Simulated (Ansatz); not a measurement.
# Lattice dynamics of SrTl (Pm-3m), part 2 of 2

Aim: the vibrations of SrTl (Pm-3m), their spectra, and whether the structure is stable.

Ansatz 0.2.0; DFT PBEsol, scalar-relativistic, plane waves, PAW; PAW set soft_1.

So far. Step 3 (Tight relaxation): The forces vanish by symmetry and the pressure is 0.000 GPa, within the tolerances set. The cell now holds 32.40 Å³/atom. The relaxed cell has a = 4.016 Å (conventional setting).

The database entry behind the starting cell is an old determination (1933), so it need not match the best structure at ambient conditions.

## (4) Zone-centre response

The zone centre comes first: it holds the modes that light can see, as far as symmetry allows. No field response is asked, since the mesh shows no gap.

Input file input.yaml:

```yaml
crystal:
  lattice:
    - [4.0164127665, 0.0, 0.0]
    - [0.0, 4.0164127665, 0.0]
    - [0.0, 0.0, 4.0164127665]
  atoms:
    - { symbol: Sr, position: [0.0, 0.0, 0.0] }
    - { symbol: Tl, position: [0.5, 0.5, 0.5] }
kpoints:
  mp_grid: { grid: [12, 12, 12] }
hamiltonian:
  xc: pbesol
  pseudopotentials: { kind: paw, azcp: { folder: soft_1 }, xc_functional: pbe }
scf:
  occupations: { method: methfessel_paxton, width: 0.2 }
output:
  eigenvalues: true
phonons:
  method: dfpt
```

The run is started by

```sh
> ansatz run input.yaml --threads 4 --pin off --max-ram 10240MiB --backend cpu --events-out ev --progress --plain --runs-dir out
```

Numbers of over 12 decimals in the logs are rounded to 6 here.

The log of the run:

```text
[...]
Crystal: 2 atoms, lattice volume = 64.791 Å³
Basis set: ecut = 420 eV, 1309 PW (Γ), exchange–correlation on 54×54×54 points (8 copies of the dense FFT grid, shifted against one another)
Bands: 16, of which v1, the nominal top of the filled ones, is band 12 counted from 1 (11 counted from 0)
Symmetry: 48 space group operations
k-points: 196 of 1728 (irreducible under 8 space group operations, time reversal used)
[...]
SCF iter   1: F=—  HF=-14791.345090 eV  |F-HF|=—  |Δ(HF+E_count)|=         —  Δρ=3.35e-2  dr2=1.29e0  ethr=3.10e-3  ⟨swp⟩=7.5  Hψ=19958  notcnv=0
[...]
SCF iter  10: F=-14790.843623 eV  HF=-14790.843623 eV  |F-HF|=5.46e-12  |Δ(HF+E_count)|=  9.09e-12  S|Δr|=    0.00e0  Δρ=6.11e-8  dr2=2.97e-12  ethr=1.00e-12  ⟨swp⟩=9.1  Hψ=19587  notcnv=0
SCF 1 converged in 10 iterations: F = -14790.843623 eV  dr2 = 2.97e-12
[...]
DFPT response loops at Γ: preconditioner auto → Kerker (q_TF=auto, 2.296 Å⁻¹) (partly filled bands, converged f_vac=0.000); β = 1.00, the filter's whole step (`scf.mixing.beta` (0.50) is not read by the response loops under this deck's `scf.mixing.preconditioner`; to damp them name `kerker` or `kerker_dos`, under which they read `scf.mixing.beta`, and type it under 1.00, their step now; both keys bind the ground state too); Broyden in place of MSR1
SCF converged after 10 iterations
[...]
Free energy (F): -14790.843623 eV
[...]
Internal energy: -14790.839499 eV  (E = F + TS)
E sigma→0 (E₀):  -14790.842592 eV
Entropy (-TS):   -0.004124 eV (-2.062 meV/atom)
Fermi energy:    9.151216 eV
[...]
--- Band table (eV; the first three rows and the last of 196) ---
  k-point 0: bands = [... 8 lower, -2.1668, 1.1969, 10.3732, 10.3732, 12.0460, 12.0460, 12.0460, 13.6446]
  k-point 1: bands = [... 8 lower, -2.1662, 1.2687, 10.0902, 10.3943, 11.7882, 11.9138, 11.9138, 14.2816]
  k-point 2: bands = [... 8 lower, -2.1645, 1.4780, 9.2196, 10.4543, 11.6131, 11.6131, 11.8888, 14.2847]
  k-point 195: bands = [... 8 lower, -2.0297, 4.4607, 7.6661, 7.6661, 7.6661, 13.5337, 13.5337, 13.5337]
--- Phonons (Γ-DFPT): 2 representative perturbations + reference, on 196 of 1728 k-points (Σ response iterations 6) ---
  k mesh reduced under 8 symmetry operations, with k and −k counted as one. Each operation leaves every solved perturbation unchanged. A smaller set is not used because it would not reduce the number of displacements times k-points to solve
  ASR residual: 2.031e-5 → 0.000e0 eV/Å²; symmetrization residual: 2.252e-6 eV/Å²
  ASR residual per site (eV/Å²): 6.81e-6 2.03e-5
  Γ frequencies (cm⁻¹): 0.00 0.00 0.00 94.19 94.19 94.19
  non-analytic LO–TO correction: not included (Born effective charges unavailable; polar crystals: no LO–TO splitting at Γ)
```

It took 15 s on 4 threads of Arm Neoverse V1, shared host; peak memory 0.79 GiB.

Numbers from this step:

* sum-rule residual before enforcement: 2.03e-5 eV/Å²
* point group: m-3m
* highest optical mode at the zone centre (no LO-TO term): 94.19 cm⁻¹
* lowest optical zone-centre mode: 94.19 cm⁻¹

Patterns of degenerate modes are one choice out of their space. Modes at Γ, with each element's share of the kinetic energy:

| mode | frequency (cm⁻¹) | symmetry | Sr % | Tl % |
| --- | --- | --- | --- | --- |
| 1 | 0.0 | acoustic | 30 | 70 |
| 2 | 0.0 | acoustic | 30 | 70 |
| 3 | 0.0 | acoustic | 30 | 70 |
| 4 | 94.2 | T1u | 70 | 30 |
| 5 | 94.2 | T1u | 70 | 30 |
| 6 | 94.2 | T1u | 70 | 30 |

Displacements in mode 4 (94.2 cm⁻¹), the largest set to 1:
```
Sr1  0.00  0.00  1.00
Tl2  0.00  0.00 -0.43
```

Before it was imposed, the acoustic sum rule was missed by 2.0e-5 eV/Å². Small misses are needed for a sound result but don't prove that mesh and cutoff are converged. The lowest optical mode is real, 94.2 cm⁻¹.

## (5) The dispersion

Stability and thermal properties need the whole zone. Linear response on a 4×4×4 q mesh gives force constants as far as a supercell of that size would.

Edit input.yaml of step 4 so:

```diff
@@ -19 +19,8 @@
   method: dfpt
+  qmesh: [4, 4, 4]
+  temperatures: { t_max: 1000, t_step: 50 }
+  qpath:
+    path:
+      - [[0.0, 0.0, 0.0], [0.0, 0.5, 0.0], [0.5, 0.5, 0.0], [0.0, 0.0, 0.0], [0.5, 0.5, 0.5], [0.0, 0.5, 0.0]]
+      - [[0.5, 0.5, 0.5], [0.5, 0.5, 0.0]]
+    npoints: 10
```

The log of the run:

```text
[...]
Crystal: 2 atoms, lattice volume = 64.791 Å³
Basis set: ecut = 420 eV, 1309 PW (Γ), exchange–correlation on 54×54×54 points (8 copies of the dense FFT grid, shifted against one another)
Bands: 16, of which v1, the nominal top of the filled ones, is band 12 counted from 1 (11 counted from 0)
Symmetry: 48 space group operations
k-points: 84 of 1728
[...]
SCF iter   1: F=—  HF=-14791.344975 eV  |F-HF|=—  |Δ(HF+E_count)|=         —  Δρ=3.35e-2  dr2=1.29e0  ethr=3.10e-3  ⟨swp⟩=7.4  Hψ=8526  notcnv=0
[...]
SCF iter  10: F=-14790.843623 eV  HF=-14790.843623 eV  |F-HF|=1.82e-12  |Δ(HF+E_count)|=  1.27e-11  S|Δr|=    0.00e0  Δρ=6.06e-8  dr2=2.97e-12  ethr=1.00e-12  ⟨swp⟩=9.1  Hψ=8350  notcnv=0
SCF 1 converged in 10 iterations: F = -14790.843623 eV  dr2 = 2.97e-12
[...]
phonons: the bands overlap, so this run is a metal and interpolates without the dipole-dipole term. If the crystal is really an insulator or semiconductor, its LO-TO splitting is missing
NSCF: frozen V_eff on 84 k-points
[...]
DFPT response loops at q = (0, 0, 0) (fractional): preconditioner auto → Kerker (q_TF=auto, 2.296 Å⁻¹) (partly filled bands, converged f_vac=0.000); β = 1.00, the filter's whole step (`scf.mixing.beta` (0.50) is not read by the response loops under this deck's `scf.mixing.preconditioner`; to damp them name `kerker` or `kerker_dos`, under which they read `scf.mixing.beta`, and type it under 1.00, their step now; both keys bind the ground state too); Broyden in place of MSR1
[...]
SCF converged after 10 iterations
[...]
Free energy (F): -14790.843623 eV
[...]
Internal energy: -14790.839499 eV  (E = F + TS)
E sigma→0 (E₀):  -14790.842592 eV
Entropy (-TS):   -0.004124 eV (-2.062 meV/atom)
Fermi energy:    9.151216 eV
[...]
--- Band table (eV; the first three rows and the last of 84) ---
  k-point 0: bands = [... 8 lower, -2.1668, 1.1969, 10.3732, 10.3732, 12.0460, 12.0460, 12.0460, 13.6446]
  k-point 1: bands = [... 8 lower, -2.1662, 1.2687, 10.0902, 10.3943, 11.7882, 11.9138, 11.9138, 14.2816]
  k-point 2: bands = [... 8 lower, -2.1645, 1.4780, 9.2196, 10.4543, 11.6131, 11.6131, 11.8888, 14.2847]
  k-point 83: bands = [... 8 lower, -2.0297, 4.4607, 7.6661, 7.6661, 7.6661, 13.5337, 13.5337, 13.5337]
--- Phonons (Γ-DFPT): 2 representative perturbations + reference (Σ response iterations 6) ---
  ASR residual: 2.147e-5 → 0.000e0 eV/Å²; symmetrization residual: 3.071e-6 eV/Å²
  ASR residual per site (eV/Å²): 1.12e-5 2.15e-5
  Γ frequencies (cm⁻¹): 0.00 0.00 0.00 94.19 94.19 94.19
--- Phonons (arbitrary-q DFPT): 10 irreducible q on the 4×4×4 mesh ---
  q = [0.0000, 0.0000, 0.0000] (star 1, of the zone-centre solve; hermiticity 3.07e-6, symmetrization 2.58e-12): -0.00 -0.00 0.00 94.19 94.19 94.19
  q = [0.0000, 0.0000, 0.2500] (star 6, 4 solved perturbations in 1848 linear systems a pass and spin channel, the states on 588 of 1728 k-point pairs; hermiticity 1.30e-5, symmetrization 6.78e-12): 36.02 36.02 42.31 89.55 89.55 102.04
[...]
q = [0.0000, 0.2500, -0.5000] (star 12, 6 solved perturbations on 588 of 1728 k-point pairs; hermiticity 6.06e-6, symmetrization 3.60e-14): 23.60 43.32 54.62 75.42 102.83 113.06
[...]
sum rule: each row above includes the acoustic sum rule's correction from the zone centre's row sums; it moved no ω² by more than (0.19 cm⁻¹)²
  mesh force constants: q→R imaginary residual 2.90e-18; ASR residual 2.147e-5 → 0.000e0 eV/Å²; symmetrization residual 2.220e-15 eV/Å²
  interpolated dispersion: 62 rows × 6 modes
  density of states and harmonic sums: on the 16×16×16 q-mesh, interpolated from the force constants of a 4×4×4 supercell (no non-analytic term)
  largest difference from the sums on the solved wave vectors: F 8.98e-3 eV, S 1.30e-5 and C_V 3.98e-6 eV/K
  zero-point energy: 0.025900 eV/cell   skipped modes (ω ≤ 0): 3   left out of the sums: 1.22e-4 of the cell's modes: C_V's classical limit lies that fraction below 3 k_B per atom; for a crystal, a wire or a layer, F and S can be off by more, and a phonons.interpolated_qmesh denser along its periods is the remedy for the sampling
```

The job ended after 6.9 min (4 threads; peak memory 2.3 GiB; 27 min of CPU time).

This step gave:

- sum-rule residual before enforcement: 2.15e-5 eV/Å²
- lowest frequency on the path: 0 cm⁻¹
- highest frequency on the path or at a solved wavevector: 119.5 cm⁻¹
- mean frequency: 69.6 cm⁻¹
- Debye temperature (second moment): 142 K
- logarithmic mean frequency: 61 cm⁻¹
- lowest mode on the q mesh (acoustic modes at Γ apart): 11.9 cm⁻¹
- zero-point energy per atom: 12.95 meV
- heat capacity at 300 K: 24.66 J/(mol atoms K)
- vibrational entropy at 300 K: 55.74 J/(mol atoms K)
- edges of the widest gap between branches, on path and mesh: 58.7, 68.4 cm⁻¹

Frequencies (cm⁻¹) solved at each irreducible wavevector; negative means imaginary. Frequencies by wavevector, by row:

| q in reciprocal lattice units | star | mode 1 | mode 2 | mode 3 | mode 4 | mode 5 | mode 6 |
| --- | --- | --- | --- | --- | --- | --- | --- |
| 0 0 0 | 1 | 0 | 0 | 0 | 94.2 | 94.2 | 94.2 |
| 0 0 0.25 | 6 | 36 | 36 | 42.3 | 89.5 | 89.5 | 102 |
| 0 0 -0.5 | 3 | 40.1 | 54 | 54 | 82.3 | 82.3 | 114.7 |
| 0 0.25 0.25 | 12 | 26.8 | 45.1 | 54.5 | 83.1 | 96.6 | 108 |
| 0 0.25 -0.5 | 12 | 23.6 | 43.3 | 54.6 | 75.4 | 102.8 | 113.1 |
| 0 -0.5 -0.5 | 3 | 11.9 | 11.9 | 55.5 | 68.4 | 119.5 | 119.5 |
| 0.25 0.25 0.25 | 8 | 42.9 | 42.9 | 49.6 | 95.6 | 103.6 | 103.6 |
| 0.25 0.25 -0.5 | 12 | 16.7 | 46.7 | 54.3 | 97.7 | 98.5 | 113.8 |
| 0.25 -0.5 -0.5 | 6 | 25.8 | 25.8 | 56.8 | 93.4 | 113 | 113 |
| -0.5 -0.5 -0.5 | 1 | 30.4 | 30.4 | 30.4 | 107.3 | 107.3 | 107.3 |

Interpolated from a 4×4×4 q mesh. Phonon branches along the path, in cm⁻¹:

| point | branch 1 | branch 2 | branch 3 | branch 4 | branch 5 | branch 6 |
| --- | --- | --- | --- | --- | --- | --- |
| Γ | 0 | 0 | 0 | 94 | 94 | 94 |
| halfway | 36 | 36 | 42 | 90 | 90 | 102 |
| X | 40 | 54 | 54 | 82 | 82 | 115 |
| halfway | 24 | 43 | 55 | 75 | 103 | 113 |
| M | 12 | 12 | 56 | 68 | 120 | 120 |
| halfway | 27 | 45 | 54 | 83 | 97 | 108 |
| Γ | 0 | 0 | 0 | 94 | 94 | 94 |
| halfway | 43 | 43 | 50 | 96 | 104 | 104 |
| R | 30 | 30 | 30 | 107 | 107 | 107 |
| halfway | 17 | 47 | 54 | 98 | 98 | 114 |
| X | 40 | 54 | 54 | 82 | 82 | 115 |
| jump to R | 30 | 30 | 30 | 107 | 107 | 107 |
| halfway | 26 | 26 | 57 | 93 | 113 | 113 |
| M | 12 | 12 | 56 | 68 | 120 | 120 |

The phonon branches as a text plot (rows in cm⁻¹):

```
    117 |       *    *****                               *    ***
    112 |      * *****   ****                     *******  ***
    107 |    **     *     *  **          **********       *
    102 |   *              **  *       ****       **       *
     97 | **       *         *  ** **** *           *       *
     92 |***      *           ******                 *       *
     87 |   ***               *     ****              **
     82 |      ***           *                          **    *
     77 |         **       **
     72 |           **   **                                    **
     67 |             ***
     62 |
     57 |           *****              *             **      ****
     52 |      *****     ******      **            ** ****  *
     47 |     *    *       *** *        *         ****     *
     42 |   *****                   *   ****      *      *
     37 |   *    *  *     *   *        *   **    *      *
     32 |  *      *  *         **    **      ****      *  *
     27 |          *     * ***                   **   *    ***
     22 | **          *   *   * *  **              *
     17 | *         **  **     * *                  **        **
     12 |*            ***       **                              *
      7 |*                       * *
      2 |                         *
         Γ      X      M          Γ            R        X|R     M
```

The phonon density of states has structure finer than the step of the table below, so its rows give means over 5 cm⁻¹, whole bins alone (the curve runs from 0.5 to 120 cm⁻¹). Peaks (cm⁻¹: height): 30.5: 0.0877, 52.5: 0.189, 87.5: 0.103, 112.5: 0.183.

Tetrahedra on a 16×16×16 mesh, mean over bins of 1 cm-1. Interpolated from a 4×4×4 q mesh. Phonon density of states against wavenumber; means over each step:

| wavenumber (cm⁻¹) | phonon density of states (1/cm⁻¹/cell) |
| --- | --- |
| 5 | 1.8e-4 |
| 10 | 0.00145 |
| 15 | 0.0140 |
| 20 | 0.0418 |
| 25 | 0.0597 |
| 30 | 0.0826 |
| 35 | 0.0583 |
| 40 | 0.0508 |
| 45 | 0.0683 |
| 50 | 0.0941 |
| 55 | 0.124 |
| 60 | 0.00518 |
| 65 | 0 |
| 70 | 0.00505 |
| 75 | 0.0165 |
| 80 | 0.0326 |
| 85 | 0.0661 |
| 90 | 0.0746 |
| 95 | 0.0657 |
| 100 | 0.0600 |
| 105 | 0.0740 |
| 110 | 0.122 |
| 115 | 0.0787 |

Phonopy on the run's constants, 15x15x15 mesh, Gaussian sigma 2.0 cm-1. Interpolated from a 4×4×4 q mesh. The partial phonon density of states by wavenumber; read off at these points; values in 1/cm⁻¹/cell:

| wavenumber (cm⁻¹) | Sr | Tl |
| --- | --- | --- |
| -5.0 | 0 | 5.6e-6 |
| 0.0 | 5.0e-5 | 1.2e-4 |
| 5.0 | 7.3e-5 | 1.8e-4 |
| 10.0 | 5.3e-4 | 0.00172 |
| 15.0 | 0.00287 | 0.0161 |
| 20.0 | 0.00512 | 0.0325 |
| 25.0 | 0.0087 | 0.0529 |
| 28.6 | 0.0103 | 0.0658 |
| 30.0 | 0.0101 | 0.0656 |
| 35.0 | 0.00738 | 0.0522 |
| 40.0 | 0.00581 | 0.0462 |
| 45.0 | 0.00685 | 0.0586 |
| 50.0 | 0.00576 | 0.0930 |
| 53.7 | 0.00365 | 0.131 |
| 55.0 | 0.00240 | 0.113 |
| 60.0 | 8.0e-5 | 0.0110 |
| 65.0 | 2.3e-4 | 2.8e-5 |
| 70.0 | 0.00619 | 5.4e-5 |
| 75.0 | 0.0163 | 5.2e-4 |
| 80.0 | 0.0328 | 0.00194 |
| 85.0 | 0.0561 | 0.00564 |
| 88.7 | 0.0694 | 0.0081 |
| 90.0 | 0.0668 | 0.00837 |
| 95.0 | 0.0584 | 0.00748 |
| 100.0 | 0.0511 | 0.00604 |
| 105.0 | 0.0676 | 0.00730 |
| 110.0 | 0.107 | 0.0100 |
| 111.2 | 0.114 | 0.0106 |
| 115.0 | 0.0702 | 0.00710 |
| 120.0 | 0.00712 | 8.9e-4 |
| 125.0 | 3.2e-5 | 5.6e-6 |
| 130.0 | 0 | 0 |

Second derivatives of the energy by pair, one row for each kind of neighbour of each atom listed. Each entry sums the pair over the periodic images of the supercell that the q mesh stands for, and in a polar crystal it holds the long-range dipole part too. Force constants by pair, by row:

| atom | neighbour | distance (Å) | third of the trace (eV/Å²) | along the pair's line (eV/Å²) |
| --- | --- | --- | --- | --- |
| Sr1 | itself | 0 | 2.958 | – |
| Sr1 | Tl | 3.478 | -0.2446 | -0.7801 |
| Sr1 | Sr | 4.016 | -0.1379 | -0.4827 |
| Sr1 | Sr | 5.68 | -0.0034 | 0.0376 |
| Sr1 | Tl | 6.66 | -0.0022 | -0.0035 |
| Sr1 | Sr | 6.957 | -0.0106 | -0.0316 |
| Tl2 | itself | 0 | 1.934 | – |
| Tl2 | Sr | 3.478 | -0.2446 | -0.7801 |
| Tl2 | Tl | 4.016 | 0.0821 | 0.2721 |
| Tl2 | Tl | 5.68 | -0.0127 | -0.0286 |
| Tl2 | Sr | 6.66 | -0.0022 | -0.0035 |
| Tl2 | Tl | 6.957 | 0.0117 | 0.0175 |

Harmonic thermodynamic functions per atom, from the density of states. Interpolated from a 4×4×4 q mesh. Thermodynamic functions, by row:

| T (K) | F_vib (meV/atom) | S (J/mol-atom/K) | C_V (J/mol-atom/K) |
| --- | --- | --- | --- |
| 0 | 12.95 | 0 | 0 |
| 50 | 9.74 | 15.18 | 17.7 |
| 100 | -2.09 | 29.41 | 22.64 |
| 200 | -41.94 | 45.8 | 24.32 |
| 300 | -94.9 | 55.74 | 24.66 |
| 400 | -156.5 | 62.85 | 24.78 |
| 500 | -224.7 | 68.39 | 24.84 |
| 600 | -297.9 | 72.92 | 24.87 |
| 700 | -375.6 | 76.76 | 24.89 |
| 800 | -456.9 | 80.08 | 24.9 |
| 900 | -541.4 | 83.02 | 24.91 |
| 1000 | -628.9 | 85.64 | 24.91 |

Harmonic mean-square displacement, third of the trace. Interpolated from a 4×4×4 q mesh. Mean square displacements, by row:

| T (K) | Sr1 U_eq (Å²) | Tl2 U_eq (Å²) |
| --- | --- | --- |
| 0 | 0.00238 | 0.00217 |
| 100 | 0.00625 | 0.00987 |
| 300 | 0.01757 | 0.02908 |
| 600 | 0.0349 | 0.05807 |

Symmetry leaves 10 wavevectors to solve. The lowest mode among them, the acoustic zeros apart, lies at q = (0, -0.5, -0.5) and is real, 11.9 cm⁻¹.

## (6) Isotope substitution, element Sr, natural mass 87.62 amu

An isotope changes the mass and not the force constants, so no new electronic calculation is needed; the shifts show which modes move this element.

The same force constants with the mass of Sr changed from 87.620 to 85.909 u (phonopy, no LO-TO term). Both lists are sorted by frequency; levels can cross, so a row need not hold one and the same mode. Modes under 3 cm⁻¹ are left out. Isotope shifts, by row:

| q | rank | natural mass (cm⁻¹) | changed mass (cm⁻¹) |
| --- | --- | --- | --- |
| 0 0 0 | 4 | 94.19 | 94.84 |
| 0 0 0 | 5 | 94.19 | 94.84 |
| 0 0 0 | 6 | 94.19 | 94.84 |
| 0 0 0.25 | 1 | 36.02 | 36.1 |
| 0 0 0.25 | 2 | 36.02 | 36.1 |
| 0 0 0.25 | 3 | 42.31 | 42.37 |
| 0 0 0.25 | 4 | 89.55 | 90.24 |
| 0 0 0.25 | 5 | 89.55 | 90.24 |
| 0 0 0.25 | 6 | 102 | 102.9 |
| 0 0 -0.5 | 1 | 40.09 | 40.09 |
| 0 0 -0.5 | 2 | 53.95 | 53.95 |
| 0 0 -0.5 | 3 | 53.95 | 53.95 |
| 0 0 -0.5 | 4 | 82.35 | 83.17 |
| 0 0 -0.5 | 5 | 82.35 | 83.17 |
| 0 0 -0.5 | 6 | 114.7 | 115.8 |
| 0 0.25 0.25 | 1 | 26.76 | 26.82 |
| 0 0.25 0.25 | 2 | 45.06 | 45.14 |
| 0 0.25 0.25 | 3 | 54.45 | 54.45 |
| 0 0.25 0.25 | 4 | 83.13 | 83.81 |
| 0 0.25 0.25 | 5 | 96.62 | 97.58 |
| 0 0.25 0.25 | 6 | 108 | 108.8 |

A mode of this element alone would shift by +0.99 %. The highest zone-centre frequency without the field goes from 94.2 to 94.8 cm⁻¹ (+0.7 %). The product of the frequency ratios over all optical modes at Γ is 1.021; the product rule, (m/m′)^(3k/2) (M′/M)^(3/2) with k = 1 such atoms and M the mass of the cell, gives 1.021.

## (7) Another isotope, element Tl, natural mass 204.38 amu

The same for Tl, from 204.38 to 202.97 u.

A mode of this element alone would shift by +0.35 %. The highest zone-centre frequency without the field goes from 94.2 to 94.3 cm⁻¹ (+0.1 %). The product of the frequency ratios over all optical modes at Γ is 1.003; the product rule, (m/m′)^(3k/2) (M′/M)^(3/2) with k = 1 such atoms and M the mass of the cell, gives 1.003.

## (8) Outcome

```
space group after relaxation (within 0.01 Å)            : Pm-3m
volume per atom                                         : 32.4 Å³
electronic character                                    : no gap on this mesh
highest optical mode at the zone centre (no LO-TO term) : 94.2 cm⁻¹
lowest optical zone-centre mode                         : 94.2 cm⁻¹
lowest mode on the q mesh (acoustic modes at Γ apart)   : 11.9 cm⁻¹
highest frequency on the path or at a solved wavevector : 120 cm⁻¹
zero-point energy per atom                              : 12.9 meV
heat capacity at 300 K                                  : 24.7 J/(mol atoms K)
vibrational entropy at 300 K                            : 55.7 J/(mol atoms K)
Debye temperature (second moment)                       : 142 K
imaginary modes on the 4×4×4 q mesh                     : none
```

The structure is a minimum as far as tested: no mode is imaginary at the 10 irreducible wavevectors of the 4×4×4 mesh, and the softest away from the acoustic zeros lies at 12 cm⁻¹. The optical modes at Γ form one degenerate level at 94 cm⁻¹. The highest mode in this list at Γ, 94.2 cm⁻¹, has its largest share on Sr (70 % of the kinetic energy). On the path and the mesh, the widest gap between branches runs from 59 to 68 cm⁻¹. With no gap, or one that is small against the smearing, the frequencies hang on the k mesh and the smearing, most of all near Kohn anomalies. The phonon runs are without spin polarisation, although the cell has an odd electron count. Spin-orbit coupling is left out, which can matter for the heavy elements here. The PAW files were made for PBE and serve the other functionals too. A phonon run warned that its eigensolver left some bands unconverged in a pass. These are harmonic frequencies at zero temperature: anharmonic shifts, linewidths and thermal expansion are left out.

[Logs are printed without paths, hosts, clocks, repeated set-up lines and the standing remarks that a program may print on its own settings, such as how far it seeks lower states.]

[Hosts, paths, dates, database ids (printed as entryN), source tags and the programs' standing remarks are cut or masked in the printed files.]
